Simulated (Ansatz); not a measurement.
# Ru(0001) with 2 thermally displaced layers, 2x2: scattering by thermal displacements, part 2 of 2

How much do lattice vibrations at 180 K scatter the electrons of Ru? Layers with random displacements are laid between perfect leads, and the resistance is followed against their length.

Ansatz 0.2.0; Ansatz plane-wave DFT, PBE, PAW files; ballistic transport by layer matching (Landauer), zero bias; PAW set soft_1.

So far, open channels per spin nearest the Fermi level: step 2 (with 2 displaced layers) 5.16.

**3. With 6 displaced layers**

Each atom of 6 layers is moved at random, by amounts drawn from a normal law 0.0304 Å wide in each direction from the Debye model (600 K) at 180 K. A fresh draw is used; the growth of the resistance with length is what counts.

System of this step: Ru(0001) with 6 thermally displaced layers, 2x2. The cell holds 64 atoms: 64 Ru. Cell: a = 5.412 Å, b = 5.412 Å, c = 34.255 Å, α = 90.0°, β = 90.0°, γ = 120.0°. It derives from Ru. Regions: lead, 40 atoms (40 Ru); scattering region, 24 atoms (24 Ru). The structure is stacked along c, and the current runs across the ab planes.

Contents of input.yaml:

```yaml
crystal:
  lattice:
    - [5.4116, 0.0, 0.0]
    - [-2.7058, 4.6865830751, 0.0]
    - [0.0, 0.0, 34.2552]
  atoms:
    - { symbol: Ru, position: [0.1666666667, 0.3333333333, 0.03125] }
    - { symbol: Ru, position: [0.1666666667, 0.8333333333, 0.03125] }
    - { symbol: Ru, position: [0.6666666667, 0.3333333333, 0.03125] }
    - { symbol: Ru, position: [0.6666666667, 0.8333333333, 0.03125] }
    - { symbol: Ru, position: [0.3333333333, 0.1666666667, 0.09375] }
    - { symbol: Ru, position: [0.3333333333, 0.6666666667, 0.09375] }
    - { symbol: Ru, position: [0.8333333333, 0.1666666667, 0.09375] }
    - { symbol: Ru, position: [0.8333333333, 0.6666666667, 0.09375] }
    - { symbol: Ru, position: [0.1666666667, 0.3333333333, 0.15625] }
    - { symbol: Ru, position: [0.1666666667, 0.8333333333, 0.15625] }
    - { symbol: Ru, position: [0.6666666667, 0.3333333333, 0.15625] }
    - { symbol: Ru, position: [0.6666666667, 0.8333333333, 0.15625] }
    - { symbol: Ru, position: [0.3333333333, 0.1666666667, 0.21875] }
    - { symbol: Ru, position: [0.3333333333, 0.6666666667, 0.21875] }
    - { symbol: Ru, position: [0.8333333333, 0.1666666667, 0.21875] }
    - { symbol: Ru, position: [0.8333333333, 0.6666666667, 0.21875] }
    - { symbol: Ru, position: [0.1666666667, 0.3333333333, 0.28125] }
    - { symbol: Ru, position: [0.1666666667, 0.8333333333, 0.28125] }
    - { symbol: Ru, position: [0.6666666667, 0.3333333333, 0.28125] }
    - { symbol: Ru, position: [0.6666666667, 0.8333333333, 0.28125] }
    - { symbol: Ru, position: [0.3280128484, 0.1628174289, 0.3434989084] }
    - { symbol: Ru, position: [0.3317293357, 0.6716297866, 0.3423357493] }
    - { symbol: Ru, position: [0.8359267981, 0.162615187, 0.3432662568] }
    - { symbol: Ru, position: [0.8252895947, 0.665732483, 0.3435305536] }
    - { symbol: Ru, position: [0.1660120124, 0.3298763455, 0.4063330749] }
    - { symbol: Ru, position: [0.1781974176, 0.8359822188, 0.4057416682] }
    - { symbol: Ru, position: [0.6715953884, 0.3324991531, 0.4067762167] }
    - { symbol: Ru, position: [0.6688370833, 0.8308005972, 0.4045396224] }
    - { symbol: Ru, position: [0.3331691596, 0.1702381663, 0.468413194] }
    - { symbol: Ru, position: [0.3389674248, 0.6730106574, 0.4682678752] }
    - { symbol: Ru, position: [0.8454915592, 0.1771702791, 0.4697061146] }
    - { symbol: Ru, position: [0.8434218942, 0.6737700661, 0.4707476885] }
    - { symbol: Ru, position: [0.1677158742, 0.3333468309, 0.5317843977] }
    - { symbol: Ru, position: [0.1565431989, 0.823274188, 0.5304684756] }
    - { symbol: Ru, position: [0.6702881798, 0.3363970621, 0.5298886724] }
    - { symbol: Ru, position: [0.6550789269, 0.8312858389, 0.531083368] }
    - { symbol: Ru, position: [0.3352314137, 0.1710147438, 0.5948388381] }
    - { symbol: Ru, position: [0.3366124133, 0.6706347176, 0.5927795702] }
    - { symbol: Ru, position: [0.8275006421, 0.1681966636, 0.5943389407] }
    - { symbol: Ru, position: [0.8393261419, 0.6705055587, 0.594444836] }
    - { symbol: Ru, position: [0.1655348273, 0.3219853093, 0.6555994748] }
    - { symbol: Ru, position: [0.171151744, 0.8371976778, 0.6549101742] }
    - { symbol: Ru, position: [0.6718250996, 0.3304912395, 0.6560440545] }
    - { symbol: Ru, position: [0.6706299691, 0.838188344, 0.6549801522] }
    - { symbol: Ru, position: [0.3333333333, 0.1666666667, 0.71875] }
    - { symbol: Ru, position: [0.3333333333, 0.6666666667, 0.71875] }
    - { symbol: Ru, position: [0.8333333333, 0.1666666667, 0.71875] }
    - { symbol: Ru, position: [0.8333333333, 0.6666666667, 0.71875] }
    - { symbol: Ru, position: [0.1666666667, 0.3333333333, 0.78125] }
    - { symbol: Ru, position: [0.1666666667, 0.8333333333, 0.78125] }
    - { symbol: Ru, position: [0.6666666667, 0.3333333333, 0.78125] }
    - { symbol: Ru, position: [0.6666666667, 0.8333333333, 0.78125] }
    - { symbol: Ru, position: [0.3333333333, 0.1666666667, 0.84375] }
    - { symbol: Ru, position: [0.3333333333, 0.6666666667, 0.84375] }
    - { symbol: Ru, position: [0.8333333333, 0.1666666667, 0.84375] }
    - { symbol: Ru, position: [0.8333333333, 0.6666666667, 0.84375] }
    - { symbol: Ru, position: [0.1666666667, 0.3333333333, 0.90625] }
    - { symbol: Ru, position: [0.1666666667, 0.8333333333, 0.90625] }
    - { symbol: Ru, position: [0.6666666667, 0.3333333333, 0.90625] }
    - { symbol: Ru, position: [0.6666666667, 0.8333333333, 0.90625] }
    - { symbol: Ru, position: [0.3333333333, 0.1666666667, 0.96875] }
    - { symbol: Ru, position: [0.3333333333, 0.6666666667, 0.96875] }
    - { symbol: Ru, position: [0.8333333333, 0.1666666667, 0.96875] }
    - { symbol: Ru, position: [0.8333333333, 0.6666666667, 0.96875] }
kpoints:
  mp_grid: { grid: [5, 5, 1] }
hamiltonian:
  xc: pbe
  pseudopotentials: { kind: paw, azcp: { folder: soft_1 } }
scf:
  occupations: { method: fermi_dirac, width: 0.1 }
output:
  transmission:
    leads: [[0, 8]]
    kmesh: [10, 10]
    e_range: [-0.05, 0.05]
    de: 0.05
  write_potential: true
  write_density: true
  volumetric_format: npy
```

Command:

```sh
> ansatz run input.yaml --threads 4 --pin off --max-ram 15360MiB --backend cpu --events-out ev --progress --plain --runs-dir out
```

Numbers of over 12 decimals in the logs are rounded to 6 here.

The program printed:

```text
[...]
Crystal: 64 atoms, lattice volume = 868.777 Å³
Basis set: ecut = 420 eV, 16909 PW (Γ)
Bands: 615, of which v1, the nominal top of the filled ones, is band 512 counted from 1 (511 counted from 0)
Symmetry: 1 space group operations
[...]
k-points: 13 of 25 (time reversal used)
[...]
SCF iter   1: F=—  HF=-376278.407748 eV  |F-HF|=—  |Δ(HF+E_count)|=         —  Δρ=1.22e-1  dr2=1.24e2  ethr=3.10e-3  ⟨swp⟩=5.0  Hψ=25917  notcnv=0  defer=1
[...]
SCF iter   9: F=-376238.839586 eV  HF=-376238.839586 eV  |F-HF|=8.03e-9  |Δ(HF+E_count)|=   4.02e-9  Δρ=7.37e-7  dr2=9.70e-9  ethr=9.77e-12  ⟨swp⟩=2.0  Hψ=13810  notcnv=0
SCF 1 converged in 9 iterations: F = -376238.839586 eV  dr2 = 9.70e-9
[...]
transmission: 329 of 3276 steps passed
transmission: 656 of 3276 steps passed
[...]
transmission: 3276 of 3276 steps passed
SCF converged after 9 iterations
Free energy (F): -376238.839586 eV
[...]
Internal energy: -376236.756627 eV  (E = F + TS)
E sigma→0 (E₀):  -376237.798107 eV
Entropy (-TS):   -2.082959 eV (-32.546 meV/atom)
Fermi energy:    23.366374 eV
[...]
--- Band table (eV; the first three rows and the last of 13) ---
  k-point 0: bands = [... 508 lower, 24.1098, 24.1197, 24.1244, 24.1317, 24.1435, 24.1493, 24.2605, 24.2718, ... 99 higher]
  k-point 1: bands = [... 508 lower, 23.5194, 23.8055, 23.8390, 23.8717, 23.8793, 23.8834, 23.8957, 23.9041, ... 99 higher]
  k-point 2: bands = [... 508 lower, 23.0572, 23.1003, 23.1417, 23.1549, 23.1988, 23.2246, 23.3487, 23.3723, ... 99 higher]
  k-point 12: bands = [... 508 lower, 23.2731, 23.2799, 23.2935, 23.3090, 23.3166, 23.4062, 23.4107, 23.4198, ... 99 higher]
--- Transmission ---
  basis      : 223 plane waves across, 63 finite elements along
  points     : 52, standing for a mesh of 10 x 10
[...]
channels       : 5.280000e0 a spin
[...]
junction   : crystal 0 to crystal 0, 0.70 to 30.67 Å
    transmission   : 4.885158e0 a spin
[...]
```

The job ended after 17 min (4 threads of Arm Neoverse V1, shared host; peak memory 10 GiB).

This step gave:

* free energy: -376238.8396 eV
* energy at zero smearing: -376237.7981 eV
* Fermi energy: 23.37 eV
* transmission per spin nearest the Fermi level: 4.885
* open channels per spin nearest the Fermi level: 5.28
* step of the lead's potential: 1.1 meV

Per spin. Table of transmission, zone mean by energy, zero at the Fermi level:

```tsv
energy (eV)	transmission, zone mean
-0.0500	4.86
0.0000	4.89
0.0500	5.24
```

Over the solved energies the transmission per spin lies between 4.86 and 5.24, out of 5.5 channels of the lead on average (up to 6.06).

**4. With 10 displaced layers**

Each atom of 10 layers is moved at random, by amounts drawn from a normal law 0.0304 Å wide in each direction from the Debye model (600 K) at 180 K. A fresh draw is used; the growth of the resistance with length is what counts.

System of this step: Ru(0001) with 10 thermally displaced layers, 2x2. The cell holds 80 atoms: 80 Ru. Its edges and angles: a = 5.412 Å, b = 5.412 Å, c = 42.819 Å, α = 90.0°, β = 90.0°, γ = 120.0°. It derives from Ru. Regions: lead, 40 atoms (40 Ru); scattering region, 40 atoms (40 Ru). The structure is stacked along c, and the current runs across the ab planes.

Contents of input.yaml:

```yaml
crystal:
  lattice:
    - [5.4116, 0.0, 0.0]
    - [-2.7058, 4.6865830751, 0.0]
    - [0.0, 0.0, 42.819]
  atoms:
    - { symbol: Ru, position: [0.1666666667, 0.3333333333, 0.025] }
    - { symbol: Ru, position: [0.1666666667, 0.8333333333, 0.025] }
    - { symbol: Ru, position: [0.6666666667, 0.3333333333, 0.025] }
    - { symbol: Ru, position: [0.6666666667, 0.8333333333, 0.025] }
    - { symbol: Ru, position: [0.3333333333, 0.1666666667, 0.075] }
    - { symbol: Ru, position: [0.3333333333, 0.6666666667, 0.075] }
    - { symbol: Ru, position: [0.8333333333, 0.1666666667, 0.075] }
    - { symbol: Ru, position: [0.8333333333, 0.6666666667, 0.075] }
    - { symbol: Ru, position: [0.1666666667, 0.3333333333, 0.125] }
    - { symbol: Ru, position: [0.1666666667, 0.8333333333, 0.125] }
    - { symbol: Ru, position: [0.6666666667, 0.3333333333, 0.125] }
    - { symbol: Ru, position: [0.6666666667, 0.8333333333, 0.125] }
    - { symbol: Ru, position: [0.3333333333, 0.1666666667, 0.175] }
    - { symbol: Ru, position: [0.3333333333, 0.6666666667, 0.175] }
    - { symbol: Ru, position: [0.8333333333, 0.1666666667, 0.175] }
    - { symbol: Ru, position: [0.8333333333, 0.6666666667, 0.175] }
    - { symbol: Ru, position: [0.1666666667, 0.3333333333, 0.225] }
    - { symbol: Ru, position: [0.1666666667, 0.8333333333, 0.225] }
    - { symbol: Ru, position: [0.6666666667, 0.3333333333, 0.225] }
    - { symbol: Ru, position: [0.6666666667, 0.8333333333, 0.225] }
    - { symbol: Ru, position: [0.3391358617, 0.1671672576, 0.2744536017] }
    - { symbol: Ru, position: [0.32471109, 0.6525100902, 0.2745409296] }
    - { symbol: Ru, position: [0.8320575484, 0.1620745031, 0.2747674851] }
    - { symbol: Ru, position: [0.8326668403, 0.6669800054, 0.2757234877] }
    - { symbol: Ru, position: [0.1656851901, 0.3316496517, 0.3253818236] }
    - { symbol: Ru, position: [0.1772041177, 0.8311135289, 0.3253635507] }
    - { symbol: Ru, position: [0.6621769046, 0.342047421, 0.3254674101] }
    - { symbol: Ru, position: [0.6739508367, 0.8329508297, 0.3242607906] }
    - { symbol: Ru, position: [0.3407434239, 0.1715469245, 0.3743853915] }
    - { symbol: Ru, position: [0.3265263197, 0.6695754697, 0.3748785072] }
    - { symbol: Ru, position: [0.8459953962, 0.1626885011, 0.3746253238] }
    - { symbol: Ru, position: [0.827320208, 0.6558829276, 0.3743697625] }
    - { symbol: Ru, position: [0.175464154, 0.3324824678, 0.4245687381] }
    - { symbol: Ru, position: [0.1614125796, 0.8370928308, 0.4254666404] }
    - { symbol: Ru, position: [0.6668447402, 0.3308126722, 0.4252165834] }
    - { symbol: Ru, position: [0.6666020545, 0.8289235856, 0.4254411461] }
    - { symbol: Ru, position: [0.3172945134, 0.158318295, 0.4747845655] }
    - { symbol: Ru, position: [0.328954569, 0.6591262399, 0.4752330176] }
    - { symbol: Ru, position: [0.840714637, 0.1695878873, 0.4751591596] }
    - { symbol: Ru, position: [0.8392884654, 0.6692860676, 0.4741902106] }
    - { symbol: Ru, position: [0.1697121669, 0.3416966141, 0.524193683] }
    - { symbol: Ru, position: [0.1657559983, 0.8308131737, 0.5243634368] }
    - { symbol: Ru, position: [0.6613203278, 0.3339875967, 0.5252235386] }
    - { symbol: Ru, position: [0.6637172443, 0.823968032, 0.5247953233] }
    - { symbol: Ru, position: [0.338338407, 0.1727986644, 0.5754767136] }
    - { symbol: Ru, position: [0.3415505346, 0.67377227, 0.5755840446] }
    - { symbol: Ru, position: [0.8289489618, 0.1670425677, 0.5744944851] }
    - { symbol: Ru, position: [0.8145329544, 0.6557803915, 0.5764807491] }
    - { symbol: Ru, position: [0.1531394785, 0.3188123556, 0.6245854238] }
    - { symbol: Ru, position: [0.1750481119, 0.8330421648, 0.6252892736] }
    - { symbol: Ru, position: [0.6648809929, 0.3327943008, 0.625897875] }
    - { symbol: Ru, position: [0.6708519308, 0.8327747253, 0.625632033] }
    - { symbol: Ru, position: [0.3386501012, 0.1652472385, 0.6751913802] }
    - { symbol: Ru, position: [0.3325945602, 0.662338448, 0.6758158115] }
    - { symbol: Ru, position: [0.8303903763, 0.1626546751, 0.6738120967] }
    - { symbol: Ru, position: [0.831175633, 0.6765460679, 0.6741918555] }
    - { symbol: Ru, position: [0.1678870478, 0.3309555127, 0.7253624594] }
    - { symbol: Ru, position: [0.1675310346, 0.8283057267, 0.7247931088] }
    - { symbol: Ru, position: [0.6675948707, 0.3340752016, 0.7249797905] }
    - { symbol: Ru, position: [0.6669477932, 0.8374097001, 0.72593364] }
    - { symbol: Ru, position: [0.3333333333, 0.1666666667, 0.775] }
    - { symbol: Ru, position: [0.3333333333, 0.6666666667, 0.775] }
    - { symbol: Ru, position: [0.8333333333, 0.1666666667, 0.775] }
    - { symbol: Ru, position: [0.8333333333, 0.6666666667, 0.775] }
    - { symbol: Ru, position: [0.1666666667, 0.3333333333, 0.825] }
    - { symbol: Ru, position: [0.1666666667, 0.8333333333, 0.825] }
    - { symbol: Ru, position: [0.6666666667, 0.3333333333, 0.825] }
    - { symbol: Ru, position: [0.6666666667, 0.8333333333, 0.825] }
    - { symbol: Ru, position: [0.3333333333, 0.1666666667, 0.875] }
    - { symbol: Ru, position: [0.3333333333, 0.6666666667, 0.875] }
    - { symbol: Ru, position: [0.8333333333, 0.1666666667, 0.875] }
    - { symbol: Ru, position: [0.8333333333, 0.6666666667, 0.875] }
    - { symbol: Ru, position: [0.1666666667, 0.3333333333, 0.925] }
    - { symbol: Ru, position: [0.1666666667, 0.8333333333, 0.925] }
    - { symbol: Ru, position: [0.6666666667, 0.3333333333, 0.925] }
    - { symbol: Ru, position: [0.6666666667, 0.8333333333, 0.925] }
    - { symbol: Ru, position: [0.3333333333, 0.1666666667, 0.975] }
    - { symbol: Ru, position: [0.3333333333, 0.6666666667, 0.975] }
    - { symbol: Ru, position: [0.8333333333, 0.1666666667, 0.975] }
    - { symbol: Ru, position: [0.8333333333, 0.6666666667, 0.975] }
kpoints:
  mp_grid: { grid: [5, 5, 1] }
hamiltonian:
  xc: pbe
  pseudopotentials: { kind: paw, azcp: { folder: soft_1 } }
scf:
  occupations: { method: fermi_dirac, width: 0.1 }
output:
  transmission:
    leads: [[0, 8]]
    kmesh: [10, 10]
    e_range: [-0.05, 0.05]
    de: 0.05
  write_potential: true
  write_density: true
  volumetric_format: npy
```

The program printed:

```text
[...]
Crystal: 80 atoms, lattice volume = 1085.972 Å³
Basis set: ecut = 420 eV, 21185 PW (Γ)
Bands: 768, of which v1, the nominal top of the filled ones, is band 640 counted from 1 (639 counted from 0)
Symmetry: 1 space group operations
[...]
k-points: 13 of 25 (time reversal used)
[...]
SCF iter   1: F=—  HF=-470347.786307 eV  |F-HF|=—  |Δ(HF+E_count)|=         —  Δρ=1.22e-1  dr2=1.56e2  ethr=3.10e-3  ⟨swp⟩=5.0  Hψ=32535  notcnv=0  defer=23
[...]
SCF iter   8: F=-470298.331090 eV  HF=-470298.331090 eV  |F-HF|=8.03e-8  |Δ(HF+E_count)|=   1.33e-7  Δρ=1.80e-6  dr2=9.57e-8  ethr=7.81e-12  ⟨swp⟩=6.5  Hψ=29516  notcnv=0
SCF 1 converged in 8 iterations: F = -470298.331090 eV  dr2 = 9.57e-8
[...]
transmission: 422 of 4212 steps passed
transmission: 845 of 4212 steps passed
[...]
transmission: 4212 of 4212 steps passed
SCF converged after 8 iterations
Free energy (F): -470298.331090 eV
[...]
Internal energy: -470295.770426 eV  (E = F + TS)
E sigma→0 (E₀):  -470297.050758 eV
Entropy (-TS):   -2.560664 eV (-32.008 meV/atom)
Fermi energy:    23.359048 eV
[...]
--- Band table (eV; the first three rows and the last of 13) ---
  k-point 0: bands = [... 636 lower, 24.2374, 24.2512, 24.3766, 24.3842, 24.3984, 24.4027, 24.4064, 24.4163, ... 124 higher]
  k-point 1: bands = [... 636 lower, 23.6077, 23.6251, 23.6409, 23.8131, 23.8202, 23.8284, 23.8432, 23.8719, ... 124 higher]
  k-point 2: bands = [... 636 lower, 23.1389, 23.1470, 23.1552, 23.1765, 23.1849, 23.1953, 23.2807, 23.3009, ... 124 higher]
  k-point 12: bands = [... 636 lower, 23.1706, 23.2898, 23.3032, 23.3361, 23.3462, 23.3566, 23.3619, 23.3763, ... 124 higher]
--- Transmission ---
  basis      : 223 plane waves across, 81 finite elements along
  points     : 52, standing for a mesh of 10 x 10
[...]
channels       : 5.280000e0 a spin
[...]
junction   : crystal 0 to crystal 0, 1.44 to 39.98 Å
    transmission   : 4.585391e0 a spin
[...]
```

Run time: 27 min. Hardware: 4 threads; peak memory 8.4 GiB.

Numbers from this step:

* free energy: -470298.3311 eV
* energy at zero smearing: -470297.0508 eV
* Fermi energy: 23.36 eV
* transmission per spin nearest the Fermi level: 4.585
* step of the lead's potential: 0.7 meV

Per spin. Transmission, zone mean against energy, zero at the Fermi level:

```tsv
energy (eV)	transmission, zone mean
-0.0500	4.60
0.0000	4.59
0.0500	4.82
```

Over the solved energies the transmission per spin lies between 4.59 and 4.82, out of 5.44 channels of the lead on average (up to 5.88).

**5. The fit**

This step: Ansatz plane-wave DFT, PBE, PAW files; ballistic transport by layer matching (Landauer), zero bias; resistivity from the slope of the area resistance; PAW set soft_1 (Ansatz 0.2.0).

Numbers from this step:

```
resistivity           : 4.931 µΩ cm
intercept             : -0.005243 fΩ m²
scatter about the fit : 0.001188 fΩ m²
```

Resistance, by row:

```tsv
run	length (Å)	T	channels N	RA (fΩ m²)
n2	4.282	5.193	5.32	0.01503
n6	12.85	4.998	5.5	0.05977
n10	21.41	4.668	5.44	0.09948
```

Table of area resistance by length of the displaced region:

```tsv
length of the displaced region (Å)	area resistance (fΩ m²)
4.28	0.0150
12.85	0.0598
21.41	0.0995
```

The area resistance goes from 0.015 to 0.099 fΩ m² between 4.3 and 21.4 Å, a slope of 4.9 µΩ cm.

By hand from the end points: (0.09948 − 0.01503) fΩ m² / (21.41 − 4.28) Å = 4.9 µΩ cm, since 1 fΩ m² per Å is 1000 µΩ cm.

**6. Summary of results**

```
resistivity from the slope  : 4.93 µΩ cm
area resistance over 4.28 Å : 0.0150 fΩ m²
area resistance over 12.8 Å : 0.0598 fΩ m²
area resistance over 21.4 Å : 0.0995 fΩ m²
```

What this shows: The slope gives 4.9 µΩ cm. The points scatter by 0.0012 fΩ m² about the line, with one random draw a length in a 2x2 cell, so the slope is a rough value. The mean square of the displacements drawn is 0.84, 0.86 and 0.90 of the nominal one at the three lengths; with each resistance scaled back by that, the slope is 5.4 µΩ cm, the value used below. The lead's own channel count moves between the runs (5.32, 5.5 and 5.44), which shifts RA and the slope too. Read with a model of isotropic scattering on a spherical Fermi surface and the lead's 1.6×10¹⁵ S/m², this slope means a mean free path near 98 Å; over these lengths the model's slope is 1.15 times its bulk resistivity, which would be 4.7 µΩ cm. This far under the Debye temperature the model doesn't describe a real metal: frozen displacements count zero-point motion as scattering and turn electrons through all angles, while in the metal the short-wave phonons freeze out.

[Logs are printed without paths, hosts, clocks, repeated set-up lines and the standing remarks that a program may print on its own settings, such as how far it seeks lower states.]

[Hosts, paths, dates, database ids (printed as entryN), source tags and the programs' standing remarks are cut or masked in the printed files.]
